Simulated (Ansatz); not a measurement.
## Phonons of ZnNi (Pm-3m) against volume

Wanted: mode Grüneisen parameters of ZnNi (Pm-3m).

Method: DFT PBEsol, scalar-relativistic, plane waves, PAW; PAW set soft_1, in Ansatz 0.2.0.

The database entry behind the starting cell is an old determination (1936), so it need not match the best structure at room temperature.

### 1. The system as given

The structure is cubic, space group Pm-3m (No. 221). Conventional cell: a = 2.841 Å, b = 2.841 Å, c = 2.841 Å, α = 90.00°, β = 90.00°, γ = 90.00°. Zn has 8 Ni at 2.46 Å nearest. Ni has 8 Zn at 2.46 Å nearest. Farther neighbours, and contacts between anions beyond the nearest, are not listed.

### 2. Response at finite wavevector

Stability and thermal properties need the whole zone. Linear response on a 4×4×4 q mesh gives force constants as far as a supercell of that size would.

File input.yaml:

```yaml
crystal:
  lattice:
    - [2.8412038642, 0.0, 0.0]
    - [0.0, 2.8412038642, 0.0]
    - [0.0, 0.0, 2.8412038642]
  atoms:
    - { symbol: Zn, position: [0.5, 0.5, 0.5] }
    - { symbol: Ni, position: [0.0, 0.0, 0.0] }
kpoints:
  mp_grid: { grid: [16, 16, 16] }
hamiltonian:
  xc: pbesol
  pseudopotentials: { kind: paw, azcp: { folder: soft_1 }, xc_functional: pbe }
scf:
  occupations: { method: methfessel_paxton, width: 0.2 }
output:
  eigenvalues: true
phonons:
  method: dfpt
  qmesh: [4, 4, 4]
  temperatures: { t_max: 1000, t_step: 50 }
  qpath:
    path:
      - [[0.0, 0.0, 0.0], [0.0, 0.5, 0.0], [0.5, 0.5, 0.0], [0.0, 0.0, 0.0], [0.5, 0.5, 0.5], [0.0, 0.5, 0.0]]
      - [[0.5, 0.5, 0.5], [0.5, 0.5, 0.0]]
    npoints: 10
```

Run with:

```
ansatz run input.yaml --threads 4 --pin off --max-ram 10240MiB --backend cpu --events-out ev --progress --plain --runs-dir out
```

The program printed:

```text
Engine: ansatz 0.2.0, aarch64-unknown-linux-gnu
Pseudopotentials: kind: paw
Pseudopotential: Zn, paw, valence charge 12, recommended cutoff 420 eV (normal), soft_1/Zn.paw.azcp
Pseudopotential: Ni, paw, valence charge 18, recommended cutoff 420 eV (normal), soft_1/Ni.paw.azcp
Functional definition: PBEsol
  exchange = pbesol_x
  correlation = pbesol_c
Crystal: 2 atoms, lattice volume = 22.935 Å³
Basis set: ecut = 420 eV, 461 PW (Γ), exchange–correlation on 40×40×40 points (8 copies of the dense FFT grid, shifted against one another)
Bands: 19, of which v1, the nominal top of the filled ones, is band 15 counted from 1 (14 counted from 0)
Symmetry: 48 space group operations
k-points: 165 of 4096
Non-local potential: Zn, projectors of the file, l = 0: 2, l = 1: 2, l = 2: 3, l = 3: 1
Non-local potential: Ni, projectors of the file, l = 0: 3, l = 1: 2, l = 2: 3, l = 3: 1
PAW form: soft (Blöchl's): semilocal exchange-correlation on the pseudo side does not see the compensation charge
PAW frozen core: Zn, regenerated for the run's functional, and the local potential with it (the file was generated under x = pbe(κ = 0.804, μ = 0.219515), c = pbe(β = 0.066725))
PAW frozen core: Ni, regenerated for the run's functional, and the local potential with it (the file was generated under x = pbe(κ = 0.804, μ = 0.219515), c = pbe(β = 0.066725))
PAW one-centre angular grid: Zn, 590 points (default); XC on 64 Gauss nodes
PAW one-centre angular grid: Ni, 590 points (default); XC on 64 Gauss nodes
Initial density: superposition of atomic densities (chi_scale 0.1, normalization cell, long waves kept (reshape's long-wave potential 0.00 eV rms))
Initial wavefunctions: pseudopotential atomic-orbital guess
Functional: x = pbesol(κ = 0.804, μ = 0.123457), c = pbesol(β = 0.046)
SCF iter   1: F=—  HF=-9086.943021 eV  |F-HF|=—  |Δ(HF+E_count)|=         —  Δρ=1.20e-1  dr2=3.14e0  ethr=3.10e-3  ⟨swp⟩=5.0  Hψ=15541  notcnv=0
preconditioner: auto → none  [metal: Δε(μ)=0.037 eV  Ē_g=11.221 eV  σ=0.200 eV  W_gap=0.16  n_scr=6 (ndim 8)  ℏωp=36.4 eV  f_vac=0.000  D(μ)=0.94/eV (n_scr^D=6)  sad-step TF]
SCF iter   2: F=—  HF=-9086.650772 eV  |F-HF|=—  |Δ(HF+E_count)|=   2.92e-1  S|Δr|=    0.00e0  Δρ=7.31e-2  dr2=1.33e0  ethr=3.10e-3  ⟨swp⟩=2.0  Hψ=5068  notcnv=0  defer=17
SCF iter   3: F=—  HF=-9086.440162 eV  |F-HF|=—  |Δ(HF+E_count)|=   2.11e-1  S|Δr|=    0.00e0  Δρ=2.61e-2  dr2=1.07e-1  ethr=3.10e-3  ⟨swp⟩=2.8  Hψ=5260  notcnv=0  defer=17
SCF iter   4: F=—  HF=-9086.403599 eV  |F-HF|=—  |Δ(HF+E_count)|=   3.66e-2  S|Δr|=    0.00e0  Δρ=3.40e-3  dr2=4.70e-4  ethr=3.56e-4  ⟨swp⟩=2.0  Hψ=6854  notcnv=0  defer=15
SCF iter   5: F=—  HF=-9086.405753 eV  |F-HF|=—  |Δ(HF+E_count)|=   2.15e-3  S|Δr|=    0.00e0  Δρ=2.36e-3  dr2=6.37e-4  ethr=1.57e-6  ⟨swp⟩=2.0  Hψ=5627  notcnv=0  defer=15
SCF iter   6: F=—  HF=-9086.405890 eV  |F-HF|=—  |Δ(HF+E_count)|=   1.37e-4  S|Δr|=    0.00e0  Δρ=5.36e-4  dr2=3.46e-5  ethr=1.57e-6  ⟨swp⟩=2.4  Hψ=5004  notcnv=0  defer=15
SCF iter   7: F=—  HF=-9086.405884 eV  |F-HF|=—  |Δ(HF+E_count)|=   6.46e-6  S|Δr|=    0.00e0  Δρ=6.45e-5  dr2=6.12e-7  ethr=1.15e-7  ⟨swp⟩=2.4  Hψ=5039  notcnv=0  defer=15
SCF iter   8: F=—  HF=-9086.405869 eV  |F-HF|=—  |Δ(HF+E_count)|=   1.52e-5  S|Δr|=    0.00e0  Δρ=3.76e-6  dr2=1.48e-9  ethr=2.04e-9  ⟨swp⟩=1.8  Hψ=3884  notcnv=0  defer=15
SCF iter   9: F=—  HF=-9086.405869 eV  |F-HF|=—  |Δ(HF+E_count)|=  3.20e-10  S|Δr|=    0.00e0  Δρ=8.57e-7  dr2=1.33e-10  ethr=4.95e-12  ⟨swp⟩=2.0  Hψ=5566  notcnv=0  defer=15
SCF iter  10: F=-9086.405869 eV  HF=-9086.405869 eV  |F-HF|=3.64e-12  |Δ(HF+E_count)|=  3.09e-11  S|Δr|=    0.00e0  Δρ=5.20e-8  dr2=4.36e-13  ethr=1.00e-12  ⟨swp⟩=5.6  Hψ=16105  notcnv=0
SCF 1 converged in 10 iterations: F = -9086.405869 eV  dr2 = 4.36e-13
  greatest PAW one-centre occupation: 1.001 electrons in one spin orbital (limit 2), on the Ni atom at site 1 (counted from 0), in its partial waves of l = 1
Initial density: read from a saved state, or passed on in memory by an earlier SCF of this step, an earlier step, the calling program or the single point that the run made first
iter 1 solved again at ethr=1.99e-6 eV; its pass at ethr=3.10e-3 eV (dr2=5.98e-4 eV) is discarded
SCF iter   1: F=—  HF=-9086.405876 eV  |F-HF|=—  |Δ(HF+E_count)|=         —  Δρ=3.59e-6  dr2=3.83e-9  ethr=1.99e-6  ⟨swp⟩=2.2  Hψ=22250  notcnv=0
eigensolver tolerance schedule: the retry pair's looser diagonalisation over-reported the residual by 156295.90 of it (diagonalisation noise at an unbounded share of the residual, at the tolerance the schedule requests for it); recorded, not acted on — ethr = c·dr2/N_el stays at c = 1.0e-1
preconditioner: auto → none  [metal: Δε(μ)=0.019 eV  Ē_g=11.639 eV  σ=0.200 eV  W_gap=0.08  n_scr=6 (ndim 8)  ℏωp=36.4 eV  f_vac=0.000  D(μ)=1.34/eV (n_scr^D=18)]
SCF iter   2: F=—  HF=-9086.405869 eV  |F-HF|=—  |Δ(HF+E_count)|=   7.07e-6  S|Δr|=    0.00e0  Δρ=2.04e-6  dr2=1.34e-9  ethr=1.28e-11  ⟨swp⟩=3.8  Hψ=8890  notcnv=0
SCF iter   3: F=—  HF=-9086.405869 eV  |F-HF|=—  |Δ(HF+E_count)|=  3.04e-10  S|Δr|=    0.00e0  Δρ=1.31e-6  dr2=5.57e-10  ethr=4.45e-12  ⟨swp⟩=1.0  Hψ=3135  notcnv=0
SCF iter   4: F=—  HF=-9086.405869 eV  |F-HF|=—  |Δ(HF+E_count)|=  1.04e-10  S|Δr|=    0.00e0  Δρ=8.69e-7  dr2=2.26e-10  ethr=1.86e-12  ⟨swp⟩=1.0  Hψ=3135  notcnv=0
SCF iter   5: F=—  HF=-9086.405869 eV  |F-HF|=—  |Δ(HF+E_count)|=  2.91e-11  S|Δr|=    0.00e0  Δρ=6.49e-7  dr2=1.28e-10  ethr=1.00e-12  ⟨swp⟩=1.0  Hψ=3135  notcnv=0
SCF iter   6: F=—  HF=-9086.405869 eV  |F-HF|=—  |Δ(HF+E_count)|=  2.55e-11  S|Δr|=    0.00e0  Δρ=3.75e-7  dr2=4.15e-11  ethr=1.00e-12  ⟨swp⟩=1.0  Hψ=3135  notcnv=0
SCF iter   7: F=—  HF=-9086.405869 eV  |F-HF|=—  |Δ(HF+E_count)|=  7.28e-12  S|Δr|=    0.00e0  Δρ=2.46e-7  dr2=1.80e-11  ethr=1.00e-12  ⟨swp⟩=1.0  Hψ=3135  notcnv=0
SCF iter   8: F=-9086.405869 eV  HF=-9086.405869 eV  |F-HF|=7.28e-12  |Δ(HF+E_count)|=    0.00e0  S|Δr|=    0.00e0  Δρ=1.59e-7  dr2=7.63e-12  ethr=1.00e-12  ⟨swp⟩=2.2  Hψ=6674  notcnv=0
SCF 2 converged in 8 iterations: F = -9086.405869 eV  dr2 = 7.63e-12
phonons: the bands overlap, so this run is a metal and interpolates without the dipole-dipole term. If the crystal is really an insulator or semiconductor, its LO-TO splitting is missing
NSCF: frozen V_eff on 165 k-points
WARN: eigensolver did not converge (k=44): 1 band(s) unlocked after 20 sweeps at ethr=1.12e-12 eV (storage-precision floor; scheduled 1.00e-12 eV) (lowest unlocked band 18, counted from 0; max residual 5.88e-6 eV among the unlocked bands, 5.88e-6 eV over every band; other slots of this pass that fall short are told together in one closing line; warning suppressed until the next SCF loop or pass starts)
WARN: eigensolver did not converge in 3 slots of this pass, the one above among them; of largest residual over every band (k=88): 1 band(s) unlocked (lowest unlocked band 18, counted from 0; max residual 9.82e-6 eV among the unlocked bands, 9.82e-6 eV over every band); of lowest unlocked band (k=44): band 18
NSCF: frozen V_eff on 405 k-points
DFPT response loops at q = (0, 0, 0) (fractional): preconditioner auto → Kerker (q_TF=auto, 2.853 Å⁻¹) (partly filled bands, converged f_vac=0.000); β = 1.00, the filter's whole step (`scf.mixing.beta` (0.50) is not read by the response loops under this deck's `scf.mixing.preconditioner`; to damp them name `kerker` or `kerker_dos`, under which they read `scf.mixing.beta`, and type it under 1.00, their step now; both keys bind the ground state too); Broyden in place of MSR1
NSCF: frozen V_eff on 2592 k-points
DFPT response loops at q = (0, 0, 0.25) (fractional): mixed as the last ones told, above
NSCF: frozen V_eff on 1458 k-points
DFPT response loops at q = (0, 0, -0.5) (fractional): mixed as the last ones told, above
NSCF: frozen V_eff on 4608 k-points
DFPT response loops at q = (0, 0.25, 0.25) (fractional): mixed as the last ones told, above
NSCF: frozen V_eff on 2592 k-points
DFPT response loops at q = (0, 0.25, -0.5) (fractional): mixed as the last ones told, above
NSCF: frozen V_eff on 1458 k-points
DFPT response loops at q = (0, -0.5, -0.5) (fractional): mixed as the last ones told, above
NSCF: frozen V_eff on 4352 k-points
DFPT response loops at q = (0.25, 0.25, 0.25) (fractional): mixed as the last ones told, above
NSCF: frozen V_eff on 4608 k-points
DFPT response loops at q = (0.25, 0.25, -0.5) (fractional): mixed as the last ones told, above
NSCF: frozen V_eff on 2592 k-points
DFPT response loops at q = (0.25, -0.5, -0.5) (fractional): mixed as the last ones told, above
NSCF: frozen V_eff on 810 k-points
DFPT response loops at q = (-0.5, -0.5, -0.5) (fractional): mixed as the last ones told, above
SCF converged after 10 iterations
Stability not checked: this state was not tested for a lower state beside it, because cold or Methfessel-Paxton smearing, or corrected tetrahedra, fill the levels in a way that the test cannot read (fill_not_monotonic; see scf.lower_state_search)
Free energy (F): -9086.405869 eV
Harris-Foulkes:  -9086.405869 eV  (|F-HF|=3.64e-12)
Internal energy: -9086.402674 eV  (E = F + TS)
E sigma→0 (E₀):  -9086.405070 eV
Entropy (-TS):   -0.003195 eV (-1.598 meV/atom)
Fermi energy:    15.744547 eV
--- Per-component energies (eV) ---
  E_band       = -215.040648
  E_kinetic    = 492.571619
  E_local      = -4538.123418  (includes V_loc(G=0)·N_el)
  E_nonlocal   = 702.686164
  E_hartree    = 2172.081254
  E_xc         = -191.675938
  E_vxc        = -199.025949  (∫ρ·V_xc dr)
  E_paw        = -3482.157652  (= ΣΔE_a)
  E_vpaw       = -1017.312024  (= ΣTr[D̂ρ^β])
  E_aug_tail   = 0.000481  (compensation charges beyond the density's cutoff)
  E_ewald      = -4242.779828
  E_core_change = 0.994645  (= ΣΔE_core)
  E_smearing   = -0.003195  (= −TS)
  E_closure    = 0.000000  (closes the sum)
  Σ components = -9086.405869   (vs F -9086.405869, Δ=0.00e0)
--- Band table (eV; the first three rows and the last of 165) ---
  k-point 0: bands = [... 11 lower, 13.4487, 14.7798, 14.7798, 14.7798, 23.0754, 23.0754, 23.0754, 28.6818]
  k-point 1: bands = [... 11 lower, 13.4538, 14.7406, 14.7406, 14.7761, 22.4115, 23.2055, 23.2055, 28.7111]
  k-point 2: bands = [... 11 lower, 13.4612, 14.6327, 14.6327, 14.7653, 20.9903, 23.5855, 23.5855, 28.7999]
  k-point 164: bands = [... 11 lower, 12.3000, 15.1286, 15.1286, 20.7957, 21.2361, 21.2361, 21.2361, 21.8605]
--- Phonons (Γ-DFPT): 2 representative perturbations + reference (Σ response iterations 7) ---
  ASR residual: 4.931e-5 → 0.000e0 eV/Å²; symmetrization residual: 3.686e-6 eV/Å²
  ASR residual per site (eV/Å²): 4.93e-5 8.47e-6
  Γ frequencies (cm⁻¹): 0.00 0.00 0.00 251.96 251.96 251.96
--- Phonons (arbitrary-q DFPT): 10 irreducible q on the 4×4×4 mesh ---
  q = [0.0000, 0.0000, 0.0000] (star 1, of the zone-centre solve; hermiticity 1.02e-6, symmetrization 2.39e-12): -0.00 -0.00 -0.00 251.96 251.96 251.96
  q = [0.0000, 0.0000, 0.2500] (star 6, 4 solved perturbations in 4032 linear systems a pass and spin channel, the states on 1296 of 4096 k-point pairs; hermiticity 1.29e-6, symmetrization 1.49e-12): 103.99 103.99 123.98 234.32 234.32 242.05
  q = [0.0000, 0.0000, -0.5000] (star 3, 4 solved perturbations in 2268 linear systems a pass and spin channel, the states on 729 of 4096 k-point pairs; hermiticity 3.82e-8, symmetrization 2.47e-8): 178.87 178.87 189.61 189.61 202.46 215.52
  q = [0.0000, 0.2500, 0.2500] (star 12, 4 solved perturbations in 7056 linear systems a pass and spin channel, the states on 2304 of 4096 k-point pairs; hermiticity 1.25e-6, symmetrization 4.31e-13): 47.87 133.28 186.74 203.83 221.40 261.08
  q = [0.0000, 0.2500, -0.5000] (star 12, 6 solved perturbations on 1296 of 4096 k-point pairs; hermiticity 9.13e-7, symmetrization 1.65e-8): 113.55 116.22 177.25 192.23 252.51 255.43
  q = [0.0000, -0.5000, -0.5000] (star 3, 4 solved perturbations in 2268 linear systems a pass and spin channel, the states on 729 of 4096 k-point pairs; hermiticity 4.15e-7, symmetrization 2.93e-11): 64.81 64.81 175.35 195.10 276.44 276.44
  q = [0.2500, 0.2500, 0.2500] (star 8, 2 solved perturbations on 2176 of 4096 k-point pairs; hermiticity 2.03e-7, symmetrization 8.03e-12): 113.51 113.51 157.21 232.29 241.64 241.64
  q = [0.2500, 0.2500, -0.5000] (star 12, 4 solved perturbations in 7056 linear systems a pass and spin channel, the states on 2304 of 4096 k-point pairs; hermiticity 6.31e-7, symmetrization 1.79e-8): 113.12 123.12 181.76 190.81 250.32 256.38
  q = [0.2500, -0.5000, -0.5000] (star 6, 4 solved perturbations in 4032 linear systems a pass and spin channel, the states on 1296 of 4096 k-point pairs; hermiticity 4.15e-7, symmetrization 7.31e-8): 120.75 120.75 186.82 190.36 253.00 253.00
  q = [-0.5000, -0.5000, -0.5000] (star 1, 2 solved perturbations on 405 of 4096 k-point pairs; hermiticity 4.80e-11, symmetrization 2.40e-11): 180.31 180.31 180.31 204.19 204.19 204.19
  sum rule: each row above includes the acoustic sum rule's correction from the zone centre's row sums; it moved no ω² by more than (0.45 cm⁻¹)²
  mesh force constants: q→R imaginary residual 3.55e-18; ASR residual 4.931e-5 → 0.000e0 eV/Å²; symmetrization residual 1.066e-14 eV/Å²
  interpolated dispersion: 62 rows × 6 modes
  density of states and harmonic sums: on the 24×24×24 q-mesh, interpolated from the force constants of a 4×4×4 supercell (no non-analytic term)
  largest difference from the sums on the solved wave vectors: F 1.09e-2 eV, S 1.50e-5 and C_V 4.02e-6 eV/K
  zero-point energy: 0.067580 eV/cell   skipped modes (ω ≤ 0): 3   left out of the sums: 3.62e-5 of the cell's modes: C_V's classical limit lies that fraction below 3 k_B per atom; for a crystal, a wire or a layer, F and S can be off by more, and a phonons.interpolated_qmesh denser along its periods is the remedy for the sampling
```

It took 6.7 min on 4 threads of Arm Neoverse V2, shared host; peak memory 3 GiB.

This run has no spin polarisation, although Ni can carry a moment.

Numbers from this step:

| Quantity | Value |
| --- | --- |
| volume per atom | 11.47 Å³ |
| gap on the k-mesh | 0 eV |
| sum-rule residual before enforcement | 4.93e-5 eV/Å² |
| lowest frequency on the path | 0 cm⁻¹ |
| point group | m-3m |
| highest frequency on path, mesh or solved points | 276.4 cm⁻¹ |
| mean frequency | 181.7 cm⁻¹ |
| Debye temperature (second moment) | 356 K |
| logarithmic mean frequency | 169 cm⁻¹ |
| highest optical mode at the zone centre (no LO-TO term) | 252.0 cm⁻¹ |
| lowest optical zone-centre mode | 252.0 cm⁻¹ |
| lowest mode on the q mesh (acoustic modes at Γ apart) | 47.87 cm⁻¹ |
| zero-point energy per atom | 33.79 meV |
| heat capacity at 300 K | 23.28 J/(mol atoms K) |
| vibrational entropy at 300 K | 31.04 J/(mol atoms K) |

Frequencies (cm⁻¹) solved at each irreducible wavevector; negative means imaginary. Frequencies by wavevector, by row:

| q in reciprocal lattice units | star | mode 1 | mode 2 | mode 3 | mode 4 | mode 5 | mode 6 |
| --- | --- | --- | --- | --- | --- | --- | --- |
| 0 0 0 | 1 | 0 | 0 | 0 | 252 | 252 | 252 |
| 0 0 0.25 | 6 | 104 | 104 | 124 | 234.3 | 234.3 | 242.1 |
| 0 0 -0.5 | 3 | 178.9 | 178.9 | 189.6 | 189.6 | 202.5 | 215.5 |
| 0 0.25 0.25 | 12 | 47.9 | 133.3 | 186.7 | 203.8 | 221.4 | 261.1 |
| 0 0.25 -0.5 | 12 | 113.5 | 116.2 | 177.2 | 192.2 | 252.5 | 255.4 |
| 0 -0.5 -0.5 | 3 | 64.8 | 64.8 | 175.3 | 195.1 | 276.4 | 276.4 |
| 0.25 0.25 0.25 | 8 | 113.5 | 113.5 | 157.2 | 232.3 | 241.6 | 241.6 |
| 0.25 0.25 -0.5 | 12 | 113.1 | 123.1 | 181.8 | 190.8 | 250.3 | 256.4 |
| 0.25 -0.5 -0.5 | 6 | 120.8 | 120.8 | 186.8 | 190.4 | 253 | 253 |
| -0.5 -0.5 -0.5 | 1 | 180.3 | 180.3 | 180.3 | 204.2 | 204.2 | 204.2 |

Symmetry leaves 10 wavevectors to solve. The lowest mode among them, the acoustic zeros apart, lies at q = (0, 0.25, 0.25) and is real, 47.9 cm⁻¹.

### 3. Relaxing at another volume, volume ratio 0.97

The volume is scaled by 0.97 and held; symmetry leaves nothing to relax, so this is a single point. The modes can then be followed against volume.

input.yaml, the sections that differ from step 2:

```yaml
crystal:
  lattice:
    - [2.812502873, 0.0, 0.0]
    - [0.0, 2.812502873, 0.0]
    - [0.0, 0.0, 2.812502873]
  atoms:
    - { symbol: Zn, position: [0.5, 0.5, 0.5] }
    - { symbol: Ni, position: [0.0, 0.0, 0.0] }
output:
  forces: true
  stress: true
  eigenvalues: true
# kpoints, hamiltonian, scf: as in step 2
# phonons: removed
```

The program printed:

```text
[...]
Crystal: 2 atoms, lattice volume = 22.247 Å³
Basis set: ecut = 420 eV, 461 PW (Γ), exchange–correlation on 40×40×40 points (8 copies of the dense FFT grid, shifted against one another)
Bands: 19, of which v1, the nominal top of the filled ones, is band 15 counted from 1 (14 counted from 0)
Symmetry: 48 space group operations
[...]
k-points: 165 of 4096
[...]
--- Band table (eV; the first three rows and the last of 165) ---
  k-point 0: bands = [... 11 lower, 13.9869, 15.3698, 15.3698, 15.3698, 23.8320, 23.8320, 23.8320, 29.5371]
  k-point 1: bands = [... 11 lower, 13.9924, 15.3283, 15.3283, 15.3657, 23.1630, 23.9665, 23.9665, 29.5659]
  k-point 2: bands = [... 11 lower, 14.0008, 15.2142, 15.2142, 15.3536, 21.7252, 24.3588, 24.3588, 29.6531]
  k-point 164: bands = [... 11 lower, 12.7736, 15.7302, 15.7302, 21.6629, 21.9638, 21.9638, 21.9638, 22.6225]
[key lines of the parts left out:]
SCF converged after 8 iterations
Free energy (F): -9086.394107 eV
Fermi energy:    16.371870 eV
P = ⅓ Tr σ = 5.6496 GPa (56.496 kbar)
```

The job ended after 1.1 s (4 threads; peak memory 0.36 GiB; 3.7 s of CPU time).

Numbers from this step:

| Quantity | Value |
| --- | --- |
| pressure | 5.650 GPa |
| volume per atom | 11.12 Å³ |

The run ends at a pressure of 5.65 GPa.

(Part 1 of 2 ends here.)

[Long decimals in the printed logs are rounded to 6 places.]

[Logs are printed without paths, hosts, clocks, repeated set-up lines and the standing remarks that a program may print on its own settings, such as how far it seeks lower states.]

[Hosts, paths, dates, database ids (printed as entryN), source tags and the programs' standing remarks are cut or masked in the printed files.]

[Where the starting crystal was built by hand or by swapping elements, it need not be the compound's stable phase.]
